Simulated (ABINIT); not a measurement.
# A GW chain in ABINIT: BaTiO3 (P4mm), part 2 of 3

Aim: the G0W0 gap of BaTiO3 (P4mm) on PBE, step by step.

ABINIT 10.8.3; PBE and many-body steps on it, plane waves. Known limits of the many-body steps: not at the basis limit; no spin-orbit coupling; coarse k mesh.

So far. Step 2 (Ground state): The gap is indirect, with the least direct gap 0.37 eV higher.

**3. Bands along the symmetry lines**

Level of this step: DFT, PBE, plane waves, norm-conserving pseudopotentials (ABINIT).

Levels along a band path, at the cheap level, show where the edges lie and whether the meshes to come will hold them.

run.abi

```
acell 3*1.0 Angstrom
rprim 
  3.990480000000 0.000000000000 0.000000000000
  0.000000000000 3.990480000000 0.000000000000
  0.000000000000 0.000000000000 4.023030000000
ntypat 3
znucl 56 22 8
natom 5
typat 1 2 3 3 3
xred 
  0.000000000000 0.000000000000 0.000000000000
  0.500000000000 0.500000000000 0.522000000000
  0.500000000000 0.500000000000 0.979000000000
  0.500000000000 0.000000000000 0.488000000000
  0.000000000000 0.500000000000 0.488000000000
pp_dirpath "pseudos"
pseudos "Ba.upf, Ti.upf, O.upf"
ecut 38
iscf -2
irdden 1
kptopt 0
nkpt 75
kpt 
  0.00000000 0.00000000 0.00000000
  0.00000000 0.06250000 0.00000000
  0.00000000 0.12500000 0.00000000
  0.00000000 0.18750000 0.00000000
  0.00000000 0.25000000 0.00000000
  0.00000000 0.31250000 0.00000000
  0.00000000 0.37500000 0.00000000
  0.00000000 0.43750000 0.00000000
  0.00000000 0.50000000 0.00000000
  0.06250000 0.50000000 0.00000000
  0.12500000 0.50000000 0.00000000
  0.18750000 0.50000000 0.00000000
  0.25000000 0.50000000 0.00000000
  0.31250000 0.50000000 0.00000000
  0.37500000 0.50000000 0.00000000
  0.43750000 0.50000000 0.00000000
  0.50000000 0.50000000 0.00000000
  0.43750000 0.43750000 0.00000000
  0.37500000 0.37500000 0.00000000
  0.31250000 0.31250000 0.00000000
  0.25000000 0.25000000 0.00000000
  0.18750000 0.18750000 0.00000000
  0.12500000 0.12500000 0.00000000
  0.06250000 0.06250000 0.00000000
  0.00000000 0.00000000 0.00000000
  0.00000000 0.00000000 0.06250000
  0.00000000 0.00000000 0.12500000
  0.00000000 0.00000000 0.18750000
  0.00000000 0.00000000 0.25000000
  0.00000000 0.00000000 0.31250000
  0.00000000 0.00000000 0.37500000
  0.00000000 0.00000000 0.43750000
  0.00000000 0.00000000 0.50000000
  0.00000000 0.06250000 0.50000000
  0.00000000 0.12500000 0.50000000
  0.00000000 0.18750000 0.50000000
  0.00000000 0.25000000 0.50000000
  0.00000000 0.31250000 0.50000000
  0.00000000 0.37500000 0.50000000
  0.00000000 0.43750000 0.50000000
  0.00000000 0.50000000 0.50000000
  0.06250000 0.50000000 0.50000000
  0.12500000 0.50000000 0.50000000
  0.18750000 0.50000000 0.50000000
  0.25000000 0.50000000 0.50000000
  0.31250000 0.50000000 0.50000000
  0.37500000 0.50000000 0.50000000
  0.43750000 0.50000000 0.50000000
  0.50000000 0.50000000 0.50000000
  0.43750000 0.43750000 0.50000000
  0.37500000 0.37500000 0.50000000
  0.31250000 0.31250000 0.50000000
  0.25000000 0.25000000 0.50000000
  0.18750000 0.18750000 0.50000000
  0.12500000 0.12500000 0.50000000
  0.06250000 0.06250000 0.50000000
  0.00000000 0.00000000 0.50000000
  0.00000000 0.50000000 0.00000000
  0.00000000 0.50000000 0.06250000
  0.00000000 0.50000000 0.12500000
  0.00000000 0.50000000 0.18750000
  0.00000000 0.50000000 0.25000000
  0.00000000 0.50000000 0.31250000
  0.00000000 0.50000000 0.37500000
  0.00000000 0.50000000 0.43750000
  0.00000000 0.50000000 0.50000000
  0.50000000 0.50000000 0.00000000
  0.50000000 0.50000000 0.06250000
  0.50000000 0.50000000 0.12500000
  0.50000000 0.50000000 0.18750000
  0.50000000 0.50000000 0.25000000
  0.50000000 0.50000000 0.31250000
  0.50000000 0.50000000 0.37500000
  0.50000000 0.50000000 0.43750000
  0.50000000 0.50000000 0.50000000
istwfk *1
nband 31
nbdbuf 6
tolwfr 1e-07
nstep 50
prtwf 0
prtvol 0
indata_prefix "in"
outdata_prefix "out"
tmpdata_prefix "tmp"
```

Launch:

```console
$ OMP_NUM_THREADS=1 mpirun -n 8 abinit run.abi > log
```

Numbers of over 12 decimals in the logs are rounded to 6 here.

The log of the run:

```text
.Version 10.8.3 of ABINIT. v10.8.2 released Aug 2026.

 Symmetries : space group P4 m m (# 99); Bravais tP (primitive tetrag.)
[... echo of the input left out ...]
== DATASET  1 ==================================================================
-   mpi_nproc: 8, omp_nthreads: 1 (-1 if OMP is not activated)

--- !DatasetInfo
iteration_state: {dtset: 1, }
dimensions: {natom: 5, nkpt: 75, mband: 31, nsppol: 1, nspinor: 1, nspden: 1, mpw: 4869, }
cutoff_energies: {ecut:  38.0, pawecutdg:  -1.0, }
electrons: {nelect:   4.00000000E+01, charge:   0.00000000E+00, occopt:   1.00000000E+00, tsmear:   1.00000000E-02, }

 Real(R)+Recip(G) space primitive vectors, cartesian coordinates (Bohr,Bohr^-1):
 R(1)=  7.5409143  0.0000000  0.0000000  G(1)=  0.1326099  0.0000000  0.0000000
 R(2)=  0.0000000  7.5409143  0.0000000  G(2)=  0.0000000  0.1326099  0.0000000
 R(3)=  0.0000000  0.0000000  7.6024249  G(3)=  0.0000000  0.0000000  0.1315370
 Unit cell volume ucvol=  4.3231485E+02 bohr^3
 Angles (23,13,12)=  9.00000000E+01  9.00000000E+01  9.00000000E+01 degrees

 getcut: wavevector=  0.0000  0.0000  0.0000  ngfft=  45  45  45
         ecut(hartree)=     38.000   => boxcut(ratio)=   2.08566

--- Pseudopotential description ------------------------------------------------
- Ba Generated using ONCVPSP code by D. R. Hamann
- 56.00000  10.00000  171031                  znucl, zion, pspdat
12 -101130 2 -1 1958                          pspcod,pspxc,lmax,lloc,mmax
     nproj     2     2     2
  pspatm : epsatm=   26.75150155
         --- l  ekb(1:nproj) -->
             0    6.667868    0.674319
             1    5.008801    0.408242
             2    2.532546    0.415477
 pspatm: atomic psp has been read  and splines computed

- Ti Generated using ONCVPSP code by D. R. Hamann
- 22.00000  12.00000  171031                  znucl, zion, pspdat
12 -101130 2 -1 1586                          pspcod,pspxc,lmax,lloc,mmax
     nproj     2     2     2
  pspatm : epsatm=   14.68144553
         --- l  ekb(1:nproj) -->
[...]
pspatm: atomic psp has been read  and splines computed

- O Generated using ONCVPSP code by D. R. Hamann
-  8.00000   6.00000  171031                  znucl, zion, pspdat
12 -101130 2 -1 936                           pspcod,pspxc,lmax,lloc,mmax
     nproj     2     2     1
  pspatm : epsatm=    6.19545534
         --- l  ekb(1:nproj) -->
[...]
2   -1.331955
 pspatm: atomic psp has been read  and splines computed

--------------------------------------------------------------------------------

================================================================================
 prteigrs : about to open file out_EIG
 Non-SCF case, kpt    1 (  0.00000  0.00000  0.00000), residuals and eigenvalues=
  6.70E-08  3.31E-08  2.81E-08  5.58E-08  6.33E-08  3.42E-08  9.23E-08  7.87E-08
[...]
2.4041E-01  2.4688E-01  4.0297E-01  4.0341E-01  4.0341E-01  4.8473E-01
  4.9427E-01  4.9427E-01  5.3039E-01  5.4169E-01  6.2193E-01  6.2467E-01
  7.0951E-01

--- !ResultsGS
iteration_state: {dtset: 1, }
comment   : Summary of ground state results
lattice_vectors:
- [  7.5409143,   0.0000000,   0.0000000, ]
- [  0.0000000,   7.5409143,   0.0000000, ]
- [  0.0000000,   0.0000000,   7.6024249, ]
lattice_lengths: [   7.54091,    7.54091,    7.60242, ]
lattice_angles: [ 90.000,  90.000,  90.000, ] # degrees, (23, 13, 12)
lattice_volume:   4.3231485E+02
convergence: {deltae:  0.000E+00, res2:  0.000E+00, residm:  9.915E-08, diffor:  0.000E+00, }
etotal    :  -1.37385857E+02
entropy   :   0.00000000E+00
fermie    :   2.46877495E-01
cartesian_stress_tensor: null
pressure_GPa: null
xred      :
- [  0.0000E+00,   0.0000E+00,   0.0000E+00, Ba]
- [  5.0000E-01,   5.0000E-01,   5.2200E-01, Ti]
- [  5.0000E-01,   5.0000E-01,   9.7900E-01,  O]
- [  5.0000E-01,   0.0000E+00,   4.8800E-01,  O]
- [  0.0000E+00,   5.0000E-01,   4.8800E-01,  O]
cartesian_forces: null
force_length_stats: {min: null, max: null, mean: null, }

 Integrated electronic density in atomic spheres:
 ------------------------------------------------
 Atom  Sphere_radius  Integrated_density
[...]
================================================================================

 ----iterations are completed or convergence reached----

 Mean square residual over all n,k,spin=   49.880E-09; max=  99.148E-09
 reduced coordinates (array xred) for    5 atoms
[...]
0.500000000000      0.000000000000      0.488000000000
       0.000000000000      0.500000000000      0.488000000000

 cartesian coordinates (angstrom) at end:
    1      0.000000     0.000000     0.000000
    2      1.995240     1.995240     2.100022
    3      1.995240     1.995240     3.938546
    4      1.995240     0.000000     1.963239
    5      0.000000     1.995240     1.963239
 length scales=  1.889726125908  1.889726125908  1.889726125908 bohr
              =  1.000000000000  1.000000000000  1.000000000000 angstroms
 prteigrs : about to open file out_EIG
 Eigenvalues (hartree) for nkpt=  75  k points:
 kpt#   1, nband= 31, wtk=  1.00000, kpt=  0.0000  0.0000  0.0000 (reduced coord)
[...]
kpt#   2, nband= 31, wtk=  1.00000, kpt=  0.0000  0.0625  0.0000 (reduced coord)
[...]
kpt#   3, nband= 31, wtk=  1.00000, kpt=  0.0000  0.1250  0.0000 (reduced coord)
[...]
kpt#  74, nband= 31, wtk=  1.00000, kpt=  0.5000  0.5000  0.4375 (reduced coord)
[...]
0.49782    0.49782    0.53040    0.53923    0.61666    0.62546    0.71024
 kpt#  75, nband= 31, wtk=  1.00000, kpt=  0.5000  0.5000  0.5000 (reduced coord)
[...]
-0.14873   -0.14873   -0.14648    0.08159    0.10454    0.10742    0.15512    0.15512
   0.15788    0.24041    0.24041    0.24688    0.40297    0.40341    0.40341    0.48473
   0.49427    0.49427    0.53039    0.54169    0.62193    0.62467    0.70951

== END DATASET(S) ==============================================================
================================================================================

 -outvars: echo values of variables after computation  --------
            nband          31
             nkpt          75
          spgroup          99
 [... the other variables as echoed above ...]

 Calculation completed.
```

It took 28 s on 8 MPI ranks of Arm Neoverse V2, shared host; peak memory 0.68 GiB.

Numbers from this step:

* gap: 1.851 eV
* k of the valence top: 0.5, 0.5, 0.5
* k of the conduction bottom: 0, 0, 0
* least direct gap: 2.222 eV

The gap is 1.851 eV, as in the run before at this level.

The electronic bands at the labelled points (eV, zero at the top of the highest filled band):

```csv
point,band 17,band 18,band 19,band 20,band 21,band 22,band 23,band 24
Γ,-1.18,-0.45,-0.37,-0.37,1.85,2.22,2.22,4.12
halfway,-1.52,-1.26,-0.81,-0.67,2.27,2.80,2.85,4.27
X,-1.84,-1.67,-1.13,-0.97,2.34,3.57,3.64,4.24
halfway,-1.68,-1.53,-1.12,-0.50,2.90,3.65,3.72,4.77
M,-1.83,-1.08,-1.08,-0.07,3.66,3.66,4.02,4.77
halfway,-1.95,-1.19,-0.93,-0.51,2.76,2.98,3.16,4.76
Γ,-1.18,-0.45,-0.37,-0.37,1.85,2.22,2.22,4.12
halfway,-1.61,-1.32,-0.55,-0.55,1.93,2.99,2.99,4.12
Z,-1.96,-1.94,-0.71,-0.71,2.00,3.68,3.68,4.12
halfway,-1.43,-1.30,-1.11,-0.67,2.87,3.69,3.72,4.79
R,-1.75,-0.92,-0.89,-0.25,3.60,3.70,4.02,4.96
halfway,-2.49,-0.62,-0.53,-0.21,3.89,3.91,4.14,6.26
A,-2.42,-0.18,-0.18,0.00,4.25,4.26,4.26,6.47
halfway,-2.17,-0.89,-0.72,-0.66,3.36,3.80,3.84,6.00
Z,-1.96,-1.94,-0.71,-0.71,2.00,3.68,3.68,4.12
jump to X,-1.84,-1.67,-1.13,-0.97,2.34,3.57,3.64,4.24
halfway,-1.48,-1.41,-1.22,-0.64,3.05,3.59,3.75,4.82
R,-1.75,-0.92,-0.89,-0.25,3.60,3.70,4.02,4.96
jump to M,-1.83,-1.08,-1.08,-0.07,3.66,3.66,4.02,4.77
halfway,-2.57,-0.72,-0.72,-0.04,3.94,3.94,4.13,6.07
A,-2.42,-0.18,-0.18,0.00,4.25,4.26,4.26,6.47
```

**4. Empty states on the mesh, 2×2×2 mesh, 132 bands**

The sums over transitions need many empty states on a uniform mesh; this step solves for them.

run.abi

```
acell 3*1.0 Angstrom
rprim 
  3.990480000000 0.000000000000 0.000000000000
  0.000000000000 3.990480000000 0.000000000000
  0.000000000000 0.000000000000 4.023030000000
ntypat 3
znucl 56 22 8
natom 5
typat 1 2 3 3 3
xred 
  0.000000000000 0.000000000000 0.000000000000
  0.500000000000 0.500000000000 0.522000000000
  0.500000000000 0.500000000000 0.979000000000
  0.500000000000 0.000000000000 0.488000000000
  0.000000000000 0.500000000000 0.488000000000
pp_dirpath "pseudos"
pseudos "Ba.upf, Ti.upf, O.upf"
ecut 38
ngkpt 2 2 2
nshiftk 1
shiftk 0 0 0
kptopt 1
chksymbreak 0
iscf -2
irdden 1
istwfk *1
nband 132
nbdbuf 12
tolwfr 1e-09
nstep 60
prtvol 0
indata_prefix "in"
outdata_prefix "out"
tmpdata_prefix "tmp"
```

Launch:

```console
$ OMP_NUM_THREADS=1 mpirun -n 6 abinit run.abi > log
```

The log of the run:

```text
.Version 10.8.3 of ABINIT. v10.8.2 released Aug 2026.

 Symmetries : space group P4 m m (# 99); Bravais tP (primitive tetrag.)
[... echo of the input left out ...]
== DATASET  1 ==================================================================
-   mpi_nproc: 6, omp_nthreads: 1 (-1 if OMP is not activated)

--- !DatasetInfo
iteration_state: {dtset: 1, }
dimensions: {natom: 5, nkpt: 6, mband: 132, nsppol: 1, nspinor: 1, nspden: 1, mpw: 4868, }
cutoff_energies: {ecut:  38.0, pawecutdg:  -1.0, }
electrons: {nelect:   4.00000000E+01, charge:   0.00000000E+00, occopt:   1.00000000E+00, tsmear:   1.00000000E-02, }

 Real(R)+Recip(G) space primitive vectors, cartesian coordinates (Bohr,Bohr^-1):
 R(1)=  7.5409143  0.0000000  0.0000000  G(1)=  0.1326099  0.0000000  0.0000000
 R(2)=  0.0000000  7.5409143  0.0000000  G(2)=  0.0000000  0.1326099  0.0000000
 R(3)=  0.0000000  0.0000000  7.6024249  G(3)=  0.0000000  0.0000000  0.1315370
 Unit cell volume ucvol=  4.3231485E+02 bohr^3
 Angles (23,13,12)=  9.00000000E+01  9.00000000E+01  9.00000000E+01 degrees

 getcut: wavevector=  0.0000  0.0000  0.0000  ngfft=  45  45  45
         ecut(hartree)=     38.000   => boxcut(ratio)=   2.08566

--- Pseudopotential description ------------------------------------------------
- Ba Generated using ONCVPSP code by D. R. Hamann
- 56.00000  10.00000  171031                  znucl, zion, pspdat
12 -101130 2 -1 1958                          pspcod,pspxc,lmax,lloc,mmax
     nproj     2     2     2
  pspatm : epsatm=   26.75150155
         --- l  ekb(1:nproj) -->
             0    6.667868    0.674319
             1    5.008801    0.408242
             2    2.532546    0.415477
 pspatm: atomic psp has been read  and splines computed

- Ti Generated using ONCVPSP code by D. R. Hamann
- 22.00000  12.00000  171031                  znucl, zion, pspdat
12 -101130 2 -1 1586                          pspcod,pspxc,lmax,lloc,mmax
     nproj     2     2     2
  pspatm : epsatm=   14.68144553
         --- l  ekb(1:nproj) -->
[...]
pspatm: atomic psp has been read  and splines computed

- O Generated using ONCVPSP code by D. R. Hamann
-  8.00000   6.00000  171031                  znucl, zion, pspdat
12 -101130 2 -1 936                           pspcod,pspxc,lmax,lloc,mmax
     nproj     2     2     1
  pspatm : epsatm=    6.19545534
         --- l  ekb(1:nproj) -->
[...]
2   -1.331955
 pspatm: atomic psp has been read  and splines computed

--------------------------------------------------------------------------------

================================================================================
 prteigrs : about to open file out_EIG
 Non-SCF case, kpt    1 (  0.00000  0.00000  0.00000), residuals and eigenvalues=
  6.09E-10  1.89E-10  1.95E-10  9.84E-10  6.68E-10  6.67E-10  1.64E-10  3.20E-10
  1.28E-10  3.62E-10  2.26E-10  3.05E-10  1.51E-10  4.22E-10  2.95E-10  4.18E-10
  4.98E-10  2.89E-10  1.38E-10  4.35E-10  2.76E-10  1.39E-10  1.70E-10  1.11E-10
[...]
7.16E-05  3.97E-05  1.25E-04  6.95E-04
 -1.8290E+00 -9.5838E-01 -9.5571E-01 -9.5571E-01 -6.6700E-01 -3.7437E-01
 -3.5146E-01 -3.4702E-01 -1.2184E-01 -1.2184E-01 -1.2179E-01  1.5967E-01
  1.6067E-01  1.6067E-01  1.9522E-01  1.9522E-01  2.0348E-01  2.3045E-01
[...]
2.8573E+00  2.8610E+00  2.8901E+00  2.8972E+00  2.9232E+00  2.9232E+00
  2.9630E+00  2.9677E+00  2.9679E+00  2.9774E+00  2.9891E+00  2.9939E+00
 prteigrs : prtvol=0 or 1, do not print more k-points.

--- !ResultsGS
iteration_state: {dtset: 1, }
comment   : Summary of ground state results
lattice_vectors:
- [  7.5409143,   0.0000000,   0.0000000, ]
- [  0.0000000,   7.5409143,   0.0000000, ]
- [  0.0000000,   0.0000000,   7.6024249, ]
lattice_lengths: [   7.54091,    7.54091,    7.60242, ]
lattice_angles: [ 90.000,  90.000,  90.000, ] # degrees, (23, 13, 12)
lattice_volume:   4.3231485E+02
convergence: {deltae:  0.000E+00, res2:  0.000E+00, residm:  9.980E-10, diffor:  0.000E+00, }
etotal    :  -1.37385857E+02
entropy   :   0.00000000E+00
fermie    :   2.46877495E-01
cartesian_stress_tensor: null
pressure_GPa: null
xred      :
- [  0.0000E+00,   0.0000E+00,   0.0000E+00, Ba]
- [  5.0000E-01,   5.0000E-01,   5.2200E-01, Ti]
- [  5.0000E-01,   5.0000E-01,   9.7900E-01,  O]
- [  5.0000E-01,   0.0000E+00,   4.8800E-01,  O]
- [  0.0000E+00,   5.0000E-01,   4.8800E-01,  O]
cartesian_forces: null
force_length_stats: {min: null, max: null, mean: null, }

 Integrated electronic density in atomic spheres:
 ------------------------------------------------
 Atom  Sphere_radius  Integrated_density
[...]
================================================================================

 ----iterations are completed or convergence reached----

 Mean square residual over all n,k,spin=   37.682E-11; max=  99.801E-11
 reduced coordinates (array xred) for    5 atoms
[...]
0.500000000000      0.000000000000      0.488000000000
       0.000000000000      0.500000000000      0.488000000000

 cartesian coordinates (angstrom) at end:
    1      0.000000     0.000000     0.000000
    2      1.995240     1.995240     2.100022
    3      1.995240     1.995240     3.938546
    4      1.995240     0.000000     1.963239
    5      0.000000     1.995240     1.963239
 length scales=  1.889726125908  1.889726125908  1.889726125908 bohr
              =  1.000000000000  1.000000000000  1.000000000000 angstroms
 prteigrs : about to open file out_EIG
 Eigenvalues (hartree) for nkpt=   6  k points:
 kpt#   1, nband=132, wtk=  0.12500, kpt=  0.0000  0.0000  0.0000 (reduced coord)
[...]
2.73997    2.74249    2.74249    2.76203    2.76326    2.76424    2.85495    2.85495
   2.85727    2.86104    2.89010    2.89717    2.92323    2.92323    2.96297    2.96771
   2.96793    2.97742    2.98908    2.99389
 prteigrs : prtvol=0 or 1, do not print more k-points.

== END DATASET(S) ==============================================================
================================================================================

 -outvars: echo values of variables after computation  --------
            nband         132
             nkpt           6
          spgroup          99
 [... the other variables as echoed above ...]

 Calculation completed.
```

Run time: 22 s. Hardware: 6 MPI ranks; peak memory 0.49 GiB.

This step gave:

* gap: 1.851 eV
* k of the valence top: 0.5, 0.5, 0.5
* k of the conduction bottom: 0, 0, 0
* least direct gap: 2.222 eV
* k points computed: 6
* lowest point of the top converged band, above the valence top: 68.3866 eV

On this mesh the gap is 1.851 eV.

(Continued in part 3 of 3.)

[Paths, hosts, dates, memory and timing lines, banners, echoed tables and standing remarks are left out of the program output.]

[Logs are printed without paths, hosts, clocks, repeated set-up lines and the standing remarks that a program may print on its own settings, such as how far it seeks lower states.]

[Runs of the session that timed out or met a known fault of the program may be left out.]

[Hosts, paths, dates, database ids (printed as entryN), source tags and the programs' standing remarks are cut or masked in the printed files.]

[G0W0 gaps are taken among the corrected bands and points alone; a level outside them can change the order at an edge.]

[Where Ansatz stands beside ABINIT at settings called matched, ABINIT's density can come from a denser mesh and the files from another edition; pairs whose starting gaps differed by over 0.03 eV were left out, so agreement reads better than it is.]
